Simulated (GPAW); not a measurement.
# Core-hole calculation of the Ti K edge in BaTiO3 (R3m), part 4 of 4

How does the Ti K edge of BaTiO3 (R3m) move when the bonds are compressed or stretched?

GPAW 26.7.0; X-ray absorption from dipole matrix elements to empty bands, plane-wave PAW LDA.

So far. Step 10 (Spectrum with FCH, Ti atom 2): Against the first run the r.m.s. difference is 6 %. The highest intensity below 24 eV goes from 13.6 eV (2.50) to 13.5 eV (2.44).

**12. Spectrum with FCH, Ti atom 2**

Shorter bonds are expected to push antibonding states and scattering resonances up, and longer ones down; the cell is scaled to test that.

Changed against the first core-hole run: volume scale from 1 to 1.06.

xas.py reads:

```python
import numpy as np
from ase import Atoms
from ase.parallel import parprint, paropen
from gpaw import GPAW, PW, FermiDirac, Mixer, MixerDif, setup_paths
from gpaw.test import gen
setup_paths.insert(0, '.')
gen('Ti', name='fch1s', xcname='LDA', corehole=(1, 0, 1), write_xml=True)
from gpaw.mpi import world
world.barrier()

atoms = Atoms('Ba2Ti2O6',
    cell=[[-2.88281925, 4.99318941, 0],
     [2.88281925, 4.99318941, 0],
     [0, -3.32879294, -4.72772747]],
    scaled_positions=[[0, 0, 0],
     [0.5, 0.5, 0.5],
     [0.75775, 0.75775, 0.27325],
     [0.25775, 0.25775, 0.77325],
     [0.50015, 0.99125, 0.48265],
     [0.00015, 0.49125, 0.98265],
     [0.99125, 0.50015, 0.48265],
     [0.49125, 0.00015, 0.98265],
     [0.99125, 0.99125, 0.48265],
     [0.49125, 0.49125, 0.98265]],
    pbc=True)
atoms.calc = calc = GPAW(legacy_gpaw=True, mode=PW(500, force_complex_dtype=True), xc='LDA', setups={2: 'fch1s'},
    kpts={'size': (4, 4, 4), 'gamma': True}, occupations=FermiDirac(0.02),
    charge=0, mixer=Mixer(0.1, 5, 50), maxiter=150,
    convergence={'density': 0.0001, 'eigenstates': 1e-6}, txt='scf.txt')
energy = atoms.get_potential_energy() + calc.get_reference_energy()
ef = calc.get_fermi_level()
out = dict(energy=energy, fermi=ef, forces=atoms.get_forces().tolist())
parprint(f'all-electron energy {energy:.4f} eV, Fermi level {ef:.4f} eV')
ev = np.array([[calc.get_eigenvalues(k, s) for k in range(len(calc.get_ibz_k_points()))] for s in range(calc.get_number_of_spins())])
out['homo'], out['lumo'], out['counts'] = ev[ev < ef].max(), ev[ev > ef].min(), sorted(set((ev < ef).sum((0, 2)).tolist()))
out['filled'] = (ev[:, 0] < ef).sum(1).tolist()

from ase.units import Ha
from gpaw.xas import dipole_matrix_elements
nb = int(calc.get_number_of_electrons() / 2) + 94
top, nb = nb, nb + 8 + nb // 12
nscf = calc.fixed_density(kpts={'size': (5, 5, 5), 'gamma': True}, nbands=nb,
    convergence={'bands': top, 'eigenstates': 5e-3}, maxiter=60, txt='nscf.txt')
cell = atoms.cell.array
ops = [cell.T @ U.T @ np.linalg.inv(cell.T) for U in nscf.wfs.kd.symmetry.op_scc]
filled = [40]  # bands filled in the ground state, by spin
E = np.arange(-6, 34, 0.1)
fwhm = np.interp(E, [4, 25], [0.94, 3.5])
Y, X, zero, highest = 0, 0, 1e9, 1e9
for spin in range(nscf.get_number_of_spins()):
    wfs = nscf.wfs
    mine = wfs.bd.get_slice()  # this rank's bands
    A = dipole_matrix_elements(wfs.setups[2])
    eps = np.zeros((wfs.kd.nibzkpts, nb))
    d = np.zeros((3, A.shape[1], wfs.kd.nibzkpts, nb), complex)
    for kpt in wfs.kpt_u:
        if kpt.s == spin and 2 in kpt.P_ani:
            eps[kpt.k, mine] = kpt.eps_n * Ha
            d[:, :, kpt.k, mine] = (kpt.weight * wfs.nspins / 2) ** 0.5 * np.inner(A, kpt.P_ani[2])
    world.sum(eps)
    world.sum(d)
    T = np.einsum('amkn,bmkn->abkn', d, d.conj()).real
    T = sum(np.einsum('ai,ijkn,bj->abkn', R, T, R) for R in ops) / len(ops)
    empty = np.ones_like(eps, bool) & (np.arange(nb) >= filled[spin])
    zero, highest = min(zero, eps[empty].min()), min(highest, eps[:, top - 1].min())
    lines = [(eps, T, empty)] if spin == 0 else lines + [(eps, T, empty)]
for eps, T, empty in lines:
    f = np.einsum('aakn->akn', T).reshape(3, -1)
    x = eps.ravel() - zero
    w = np.interp(x, E, fwhm) / 2.35482
    g = np.exp(-0.5 * ((E[:, None] - x) / w) ** 2) / (w * (2 * np.pi) ** 0.5)
    Y = Y + (f * empty.ravel()) @ g.T
    X = X + (f * ~empty.ravel()) @ g.T
out.update(E=E.round(2).tolist(), xas=Y.tolist(), xes=X.tolist(), zero=zero, valid=highest - zero, nk=len(eps), nb=nb)
for i in range(0, len(E), 10):
    parprint(f'{E[i]:7.2f}', *(f'{v:10.3e}' for v in Y[:, i]))
import json
with paropen('out.json', 'w') as f:
    json.dump(out, f)
```

Run with:

```
> OMP_NUM_THREADS=1 mpirun -n 4 gpaw python xas.py
```

Numbers of over 12 decimals in the logs are rounded to 6 here.

The program printed:

```text
Input parameters:
  convergence: {density: 0.0001,
                eigenstates: 1e-06}
  kpts: {gamma: True,
         size: (4, 4, 4)}
  maxiter: 150
  mixer: {backend: pulay,
          beta: 0.1,
          method: separate,
          nmaxold: 5,
          weight: 50}
  mode: {ecut: 500.0,
         force_complex_dtype: True,
         name: pw}
  occupations: {fixmagmom: False,
                name: fermi-dirac,
[...]
*d    :     0.333350
--------------------------------

Diagonalizing with gridspacing h=0.050

state   all-electron     PAW
-------------------------------
3s:      -2.983269    -2.983558
3p:      -2.108060    -2.108705
3d:      -0.666650    -0.667242
*f:                   -0.026873
-------------------------------
all-electron energy -495851.4697 eV, Fermi level 6.7999 eV
[...]
32.00  3.650e-07  3.650e-07  3.865e-07
  33.00  3.498e-07  3.498e-07  3.633e-07
[key lines of the parts left out:]
Converged after 18 iterations.
Dipole moment: (0.000000, 0.238032, -10.736976) |e|*Ang
Free energy:   -102.915421
Fermi level: 6.79993
```

Wall time 43 s (4 MPI ranks of AMD EPYC 9R14 (Zen 4), shared host); peak memory 0.36 GiB; 2.8 min of CPU time.

```
E (eV)  first run  this run
  -2.0       0.00      0.00
  -1.0       0.00      0.00
   0.0       0.03      0.02
   1.0       0.02      0.04
   2.0       0.45      0.45
   3.0       0.29      0.15
   4.0       0.06      0.20
   5.0       0.65      0.53
   6.0       0.25      0.12
   7.0       0.18      0.22
   8.0       0.19      0.19
   9.0       0.15      0.16
  10.0       0.17      0.22
  11.0       0.37      0.64
  12.0       1.26      1.67
  13.0       2.33      2.35
  14.0       2.46      2.37
  15.0       2.23      2.14
  16.0       2.00      1.84
  17.0       1.86      1.76
  18.0       1.95      1.96
  19.0       2.11      2.03
  20.0       2.04      1.82
  21.0       1.79      1.64
  22.0       1.67      1.67
  23.0       1.74      1.77
  24.0       1.86      1.83
  25.0       1.96      1.83
  26.0       2.00      1.74
  27.0       1.92      1.57
  28.0       1.71      1.35
  29.0       1.44      1.18
  30.0       1.23      1.09
  31.0       1.15      1.05
  32.0       1.12      0.99
```

Against the first run the r.m.s. difference is 12 %. The highest intensity below 24 eV goes from 13.6 eV (2.50) to 13.5 eV (2.41).

The photon energy of the zero moves by +0.16 eV.

**13. The volumes side by side**

```
volume  nearest distance (Å)  shift of the zero (eV)  maximum 1 (eV above own zero)  maximum 2 (eV above own zero)  maximum 3 (eV above own zero)  maximum 4 (eV above own zero)
  0.94                 1.836                   -0.21                            5.6                           14.0                           19.7                           27.2
  0.97                 1.855                   -0.10                            5.4                           13.8                           19.5                           26.6
     1                 1.874                   +0.00                            5.1                           13.6                           19.3                           25.9
  1.03                 1.893                   +0.09                            4.9                           13.5                           19.0                           25.2
  1.06                 1.911                   +0.16                            4.7                           13.5                           18.7                           24.5
```

The curves, each shifted by its zero's change so that they share one photon-energy axis, counted from the zero at V × 1:

```
E (eV)  V × 0.94  V × 0.97  V × 1  V × 1.03  V × 1.06
  -2.0      0.00      0.00   0.00      0.00      0.00
  -1.0      0.00      0.00   0.00      0.00      0.00
   0.0      0.04      0.03   0.03      0.02      0.02
   1.0      0.02      0.02   0.02      0.02      0.02
   2.0      0.50      0.48   0.45      0.43      0.41
   3.0      0.38      0.33   0.29      0.25      0.21
   4.0      0.04      0.05   0.06      0.09      0.12
   5.0      0.61      0.64   0.65      0.63      0.59
   6.0      0.46      0.35   0.25      0.18      0.14
   7.0      0.17      0.17   0.18      0.19      0.21
   8.0      0.18      0.19   0.19      0.20      0.20
   9.0      0.15      0.15   0.15      0.16      0.16
  10.0      0.14      0.15   0.17      0.18      0.20
  11.0      0.27      0.31   0.37      0.44      0.52
  12.0      0.98      1.12   1.26      1.38      1.49
  13.0      2.26      2.31   2.33      2.32      2.29
  14.0      2.60      2.52   2.46      2.41      2.39
  15.0      2.30      2.26   2.23      2.21      2.19
  16.0      2.08      2.04   2.00      1.95      1.88
  17.0      1.98      1.92   1.86      1.80      1.75
  18.0      2.05      1.99   1.95      1.93      1.93
  19.0      2.19      2.15   2.11      2.08      2.04
  20.0      2.20      2.12   2.04      1.95      1.86
  21.0      1.98      1.88   1.79      1.71      1.66
  22.0      1.75      1.70   1.67      1.66      1.66
  23.0      1.72      1.72   1.74      1.75      1.75
  24.0      1.84      1.86   1.86      1.85      1.82
  25.0      2.00      1.99   1.96      1.91      1.83
  26.0      2.14      2.08   2.00      1.89      1.76
  27.0      2.21      2.08   1.92      1.76      1.60
  28.0      2.12      1.92   1.71      1.53      1.38
  29.0      1.86      1.63   1.44      1.30      1.20
  30.0      1.53      1.35   1.23      1.16      1.10
  31.0      1.29      1.20   1.15      1.10      1.05
  32.0      1.21      1.16   1.12      1.06      1.00
```

**14. What came out**

```json
{
  "absorber and edge": "Ti K, atom 2 of the ground-state input (counted from 1)",
  "surroundings": "3 O at 1.87 Å and 3 O at 2.14 Å (distorted octahedral, site symmetry 3m)",
  "highest intensity below 24 eV": "13.6 eV above the zero, height 2.50",
  "photon energy of the zero, with the added terms": "4948.4 eV (raw 4971.0 eV; LDA puts this hole about 13 eV below PBE, itself good to a few eV)"
}
```

In words: From V × 0.94 to V × 1.06 the nearest distance grows by 0.075 Å and the zero moves by +0.37 eV. Above their own zero, the maxima move from 5.6 to 4.7 eV, from 14.0 to 13.5 eV, from 19.7 to 18.7 eV and from 27.2 to 24.5 eV. The one highest in energy moves most, in the direction that the rule ΔE·R² ≈ constant for scattering resonances gives. The Ti K edge of atom 2, with 3 O at 1.87 Å and 3 O at 2.14 Å (distorted octahedral, site symmetry 3m), has its highest intensity of the first 24 eV at 13.6 eV above the zero, near 4962 eV in photon energy (LDA puts this hole about 13 eV below PBE, itself good to a few eV), 2.5 times the mean level of the first 20 eV (Gaussian full width 0.94 eV up to 4 eV, rising linearly to 3.5 eV at 25 eV). At the Ti K edge of atom 2 polarisation matters most near 12.6 eV, where the curves differ by 1.3 on this scale. The strongest dipole feature below the main edge lies at 5.1 eV (height 0.67); the site lacks an inversion centre, which allows local p–d mixing besides the mixing with the neighbours' empty states; the run doesn't separate the two. Quadrupole 1s→3d transitions, which feed the pre-edge, are not in the dipole spectrum. The holes are only 5.7 Å apart, so the shape is probably not converged with cell size; no larger cell was run here. The mesh is coarse (0.27 Å⁻¹ between points), so small maxima may be mesh ripples. Lifetime broadening is put in by hand, and intensities beyond about 20 eV depend on it and on the partial waves. The structure is a published determination, not relaxed.

[Banner, clock and machine lines of the logs are left out without a mark of their own.]

[Logs are printed without paths, hosts, clocks, repeated set-up lines and the standing remarks that a program may print on its own settings, such as how far it seeks lower states.]

[Hosts, paths, dates, database ids (printed as entryN), source tags and the programs' standing remarks are cut or masked in the printed files.]

[Lists of maxima count a maximum above −3 eV only where it reaches 4 % of the highest in the window and stands out from its surroundings by 2 % of it (1.5 % where it reaches 55 %); shoulders and weaker maxima are passed over, and of the rest the first, up to two pre-edge ones and the few strongest are named.]
